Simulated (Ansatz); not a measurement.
# CdFe2Bi2: relaxing a made-up structure, part 2 of 2

This structure for CdFe2Bi2 is made up. Its elements were placed in a known structure type with a cell scaled to their sizes. What cell does the guess relax to, and how far off was it?

Ansatz 0.2.0; DFT, PBE, plane-wave PAW, files of the set soft_1, scalar-relativistic, ferromagnetic start, cell and ions relaxed at zero pressure; PAW set soft_1 (the session's first sound run).

So far: Set-up; Relaxing cell and atoms. The relaxed cell has a = 3.472, c = 19.335 Å (conventional setting).

### Step 3. Electronic structure of the relaxed cell

A second self-consistent run takes a narrower smearing and the mesh shown in its input; the bands follow along the standard path of the relaxed lattice.

This step: DFT, PBE, plane-wave PAW, files of the set soft_1, scalar-relativistic, ferromagnetic start, bands and density of states at the relaxed cell; PAW set soft_1 (Ansatz 0.2.0).

The input, input.yaml:

```yaml
crystal:
  lattice:
    - [-1.7361926288, 1.7361926288, 9.6673657158]
    - [1.7361926288, -1.7361926288, 9.6673657158]
    - [1.7361926288, 1.7361926288, -9.6673657158]
  atoms:
    - { symbol: Bi, position: [0.636894678, 0.636894678, 0.0] }
    - { symbol: Bi, position: [0.363105322, 0.363105322, 0.0] }
    - { symbol: Cd, position: [0.0, 0.0, 0.0] }
    - { symbol: Fe, position: [0.75, 0.25, 0.5], spin: 2.2 }
    - { symbol: Fe, position: [0.25, 0.75, 0.5], spin: 2.2 }
magnetization:
  spin_polarized: true
kpoints:
  mp_grid: { grid: [12, 12, 12] }
  band_path:
    path:
      - [[0.0, 0.0, 0.0], [-0.5, 0.5, 0.0], [-0.5, 0.5, -0.01612685], [-0.25806342, 0.25806342, -0.25806342], [0.0, 0.0, 0.0], [0.5, 0.5, -0.5], [0.25806342, 0.74193658, -0.74193658], [0.0, 0.5, -0.5], [-0.25, 0.75, -0.25], [0.01612685, 0.98387315, -0.5], [0.5, 0.5, -0.5]]
      - [[-0.5, 0.5, 0.0], [-0.25, 0.75, -0.25]]
    npoints: 7
scf:
  occupations: { method: fermi_dirac, width: 0.03 }
  n_extra_bands: 12
hamiltonian:
  xc: pbe
  pseudopotentials: { kind: paw, azcp: { folder: soft_1 } }
output:
  forces: true
  stress: true
  write_bands: true
  dos: { projected: true }
  write_density: true
  write_potential: true
  elf: true
  volumetric_format: npy
```

Launch:

```sh
> ansatz run input.yaml --threads 4 --pin off --max-ram 8192MiB --backend cpu --events-out ev --progress --plain --runs-dir out
```

Numbers of over 12 decimals in the logs are rounded to 6 here.

Log:

```text
[...]
Crystal: 5 atoms, lattice volume = 116.564 Å³
Basis set: ecut = 420 eV, 2265 PW (Γ), FFT grids on a1−a2, a2, a1+a3, exchange–correlation on 72×144×48 points (8 copies of the dense FFT grid, shifted against one another)
Bands: 53, of which v1, the nominal top of the filled ones, is band 41 counted from 1 (40 counted from 0)
Symmetry: 16 space group operations
[...]
k-points: 163 of 1728
[...]
Starting moments: Σ|m| = 4.4 μB on 2 of 5 sites
[...]
SCF iter   1: F=—  HF=-42011.491578 eV  |F-HF|=—  |Δ(HF+E_count)|=         —  Δρ=2.30e-2 (↑2.20e-2 ↓2.30e-2)  dr2=1.78e1  dr2_m=1.97e-1  M=4.042 μB ∫|m|=4.530 μB  β_m=0.30  ethr=3.10e-3  ⟨swp⟩=7.1  Hψ=67687  notcnv=0
[...]
SCF iter  16: F=-42012.591294 eV  HF=-42012.591294 eV  |F-HF|=1.67e-10  |Δ(HF+E_count)|=   3.35e-9  Δρ=3.91e-7 (↑3.67e-7 ↓3.91e-7)  dr2=1.08e-9  dr2_m=1.06e-11  M=4.234 μB ∫|m|=4.927 μB  ethr=2.48e-11  ⟨swp⟩=12.5  Hψ=113992  notcnv=0
SCF 1 converged in 16 iterations: F = -42012.591294 eV  dr2 = 1.08e-9
[...]
NSCF: frozen V_eff on 79 k-points
SCF converged after 16 iterations
Magnetization: 4.2345 μB (43.1172 up, 38.8828 down)
Absolute magnetization: 4.9339 μB (∫|ρ↑−ρ↓|, with the PAW one-centre terms)
[...]
Per-site moments (μB) at R_I (Å): [(-0.059285, 1.151808), (-0.059285, 1.151808), (-0.029998, 1.43235891876), (2.227092, 1.012831), (2.227092, 1.012831)]
Free energy (F): -42012.591294 eV
[...]
Internal energy: -42012.581804 eV  (E = F + TS)
E sigma→0 (E₀):  -42012.586549 eV
Entropy (-TS):   -0.009491 eV (-1.898 meV/atom)
Fermi energy:    12.083232 eV
[...]
--- Forces (eV/Å), atoms counted from 1 ---
  atom   1  Bi     0.00000000     0.00000000    -0.04265066
  atom   2  Bi     0.00000000     0.00000000     0.04265066
  atom   3  Cd     0.00000000     0.00000000    -0.00000000
  atom   4  Fe    -0.00000000     0.00000000     0.00000000
  atom   5  Fe    -0.00000000     0.00000000     0.00000000
  max |Σ_I F_I| component: 1.39e-17 eV/Å
--- Stress (GPa, compression-positive) ---
       -0.068533       0.000000       0.000000
        0.000000      -0.068533       0.000000
        0.000000      -0.000000       0.137695
  P = ⅓ Tr σ = 0.0002 GPa (0.002 kbar)
--- Band table (eV; the first three rows and the last of 326) ---
  k-point 0 ↑: bands = [... 37 lower, 10.6808, 10.8339, 10.8339, 11.4250, 12.7429, 14.1676, 14.1676, 15.2955, ... 8 higher]
  k-point 1 ↑: bands = [... 37 lower, 10.5697, 10.8507, 10.9273, 11.3504, 12.3448, 13.2888, 13.8418, 14.4445, ... 8 higher]
  k-point 2 ↑: bands = [... 37 lower, 10.4907, 10.8755, 11.1514, 11.3070, 11.3976, 11.9655, 13.0371, 13.3101, ... 8 higher]
  k-point 162 ↓: bands = [... 37 lower, 12.4692, 13.2137, 13.2137, 14.1503, 14.1503, 14.3546, 14.4913, 14.7235, ... 8 higher]
```

Elapsed: 65 s, on 4 threads of Arm Neoverse V2, shared host; peak memory 1.4 GiB.

The column dr2 measures how far the density is from self-consistency, as an energy; F and HF (Harris–Foulkes) agree once it is small.

This step gave:

* free energy: -42012.5913 eV
* energy at zero smearing: -42012.5865 eV
* smearing term TS: 0.009491 eV
* magnetization: 4.234 μB
* absolute magnetization: 4.934 μB
* site moments: -0.05928, -0.05928, -0.03000, 2.227, 2.227 μB
* pressure: 2.10e-4 GPa

bands.tsv at the labelled points (eV, zero at the Fermi level; the bands that come nearest the Fermi level along the path):

```tsv
point	band_40_up	band_42_up	band_43_up	band_44_up	band_36_dn	band_37_dn	band_38_dn	band_39_dn
Γ	-0.66	2.08	2.08	3.21	-0.47	0.39	1.15	1.15
X	-1.05	-0.81	-0.24	0.19	-1.52	-0.67	-0.60	0.41
Y	-1.05	-0.82	-0.23	0.19	-1.51	-0.67	-0.60	0.39
S	-1.55	-0.84	-0.70	1.66	-0.67	-0.54	0.07	0.19
Γ	-0.66	2.08	2.08	3.21	-0.47	0.39	1.15	1.15
Z	0.31	1.95	1.95	2.20	0.36	0.39	1.13	1.13
S1	-1.55	-0.84	-0.70	1.66	-0.67	-0.54	0.07	0.19
N	-1.55	-1.14	0.08	0.77	-0.63	-0.56	0.13	0.13
P	-1.05	-0.82	-0.03	-0.03	-1.54	-0.64	-0.63	0.41
Y1	-1.05	-0.82	-0.23	0.19	-1.51	-0.67	-0.60	0.39
Z	0.31	1.95	1.95	2.20	0.36	0.39	1.13	1.13
X	-1.05	-0.81	-0.24	0.19	-1.52	-0.67	-0.60	0.41
P	-1.05	-0.82	-0.03	-0.03	-1.54	-0.64	-0.63	0.41
```

Spin density in the ab plane of the cell as run, not the conventional one, at fractional z = 0.000, with atoms of Bi and Cd within 0.2 Å of it.

Ten even steps from '0' (-2.13 × 1e-2 e/Å³) to '9' (0.24 × 1e-2 e/Å³), each cell a mean:
```
3487899986556888865678999878
8788789987644589875567899987
7788778998754347875446789998
9877777898765534564224578999
9987777888766775333101357899
9998877889875688742100135678
8899988889986476575210013567
6788899889998547537621223556
5567778999999854753663356665
5445666789999985476376357887
7644565568999998646658536898
8853477655799999864578843688
8985358775468999997556764468
7898536746646899999865565446
6777643763664689999988766555
5555432375357468999999887766
6654211126745746899888999887
8765310012587765789888889999
9876530002347886578987778899
9998653113443566668987777789
9999875434676434567898778878
7999987555689743467899878887
8789998765678985456899987866
3878999875568888655789998772
```
Columns run along a (10.0 Å), rows up along b (10.0 Å). Atoms in or near the plane, at fractional coordinates: Bi at (0.64, 0.64), Bi at (0.36, 0.36), Cd at (0.00, 0.00).

ELF of down spins in the ab plane of the cell as run, not the conventional one, at fractional z = 0.000, with atoms of Bi and Cd within 0.2 Å of it. It is the smooth field of the valence electrons, not physical close to the nuclei.

Ten even steps from '_' (0.04) to '@' (0.88), each cell a mean:
```
@@@@++--::..__..::::--==============--::..______..::--++
++####==::......::----================--..________..::::
::--++==--::....::--====================--..________....
..::--------::....--==================++==--..__________
__....::::::::......==++====----======++**++--..________
____......::::::....::==++==::::----====++**++--::..____
......................--++++--....::--====++**++==::....
::::----::..........__..--++==::....::--====++++====--::
------======::......____..--++==::......--============--
====--======++==::..______..--++==::....::--============
==============++++--..________--++++--....::--==========
==========----==++++==::________::++++==::::--==========
==========----::::==++++::________::==++++==============
============--::....--++++--________..--++++============
==============--......::++++--________..::--======----==
----==========----......::++++--..__........::--==------
::::--==++++++==----::....--++++--..............::::::::
......::==++**++====--::..::==++==::......::............
______..::==++**++====--------==++==::....::::::::....__
__________::--++++========----======--....::::----::....
..__________..--==++==================::....::--====--::
::....________..--================------......::==**++--
++::::..______..::--==============----::......::--++%%%%
@@++--::..____....::--==============--::..____..::--**@@
```
Columns run along a (10.0 Å), rows up along b (10.0 Å). Atoms in or near the plane, at fractional coordinates: Bi at (0.64, 0.64), Bi at (0.36, 0.36), Cd at (0.00, 0.00).

Electrostatic potential energy in the ab plane of the cell as run, not the conventional one, at fractional z = 0.000, with atoms of Bi and Cd within 0.2 Å of it. With pseudopotentials it is smooth inside the atoms' cores, unlike the true potential.

Ten even steps from '0' (-43 eV) to '9' (16 eV), each cell a mean:
```
3346899999999988999999999864
4334799999999999999999999986
7544579999888899999999999999
9865568999876678999999999999
9998768999985335799999999999
9999888999986311368999999999
9999999999998510015899999999
9999999999999841001489999999
9998899999999984100048999999
9988778999999998510004899999
9998645789999999862001589999
8998632258999999997311268998
8899851003799999999853357999
9999974000268999999987667899
9999997300015899999999888899
9999999730001589999999999999
9999999984100158999999999999
9999999998510026899999999999
9999999999863224799998788999
9999999999998644689998766789
9999999999999887789999755568
7999999999999998889999865445
4689999999999999999999986433
3468999999999889999999998643
```
Columns run along a (10.0 Å; values clipped at the 3rd and 97th percentile), rows up along b (10.0 Å). Atoms in or near the plane, at fractional coordinates: Bi at (0.64, 0.64), Bi at (0.36, 0.36), Cd at (0.00, 0.00).

### Step 4. What came out

```json
{
  "space group, relaxed": "I4/mmm",
  "conventional cell": "a = 3.472, b = 3.472, c = 19.335 Å; α = 90.0°, β = 90.0°, γ = 90.0°",
  "volume per atom": "23.31 Å³ (guess 19.88)",
  "total moment": "4.19 μB in the cell of 5 atoms"
}
```

What this shows: CdFe2Bi2 relaxes to I4/mmm with a = 3.472, b = 3.472 and c = 19.335 Å. The guessed volume was 15 % too small. The space group I4/mmm was held in the relaxation, so the end point is a stationary structure within it and may be a saddle against distortions or other arrangements. The input starts from parallel moments, and no other start was typed. Bands cross the Fermi level, so it is a metal or semimetal at this level. On the 12×12×12 mesh with the narrower smearing (relaxed on 9×9×9) the largest force component is 0.043 eV/Å and the largest stress component is 0.138 GPa, against the relaxation's thresholds of 0.015 eV/Å and 0.05 GPa. The cutoff wasn't tested. A vector of the cell changed its length by 45 %, so the starting arrangement is largely lost and the mesh was laid for another shape. Spin-orbit coupling is left out, which can matter for elements this heavy. No dispersion term is used, so weakly bound directions may come out too long. Nothing here tests whether the compound is stable against decomposition.

[Logs are printed without paths, hosts, clocks, repeated set-up lines and the standing remarks that a program may print on its own settings, such as how far it seeks lower states.]

[Hosts, paths, dates, database ids (printed as entryN), source tags and the programs' standing remarks are cut or masked in the printed files.]
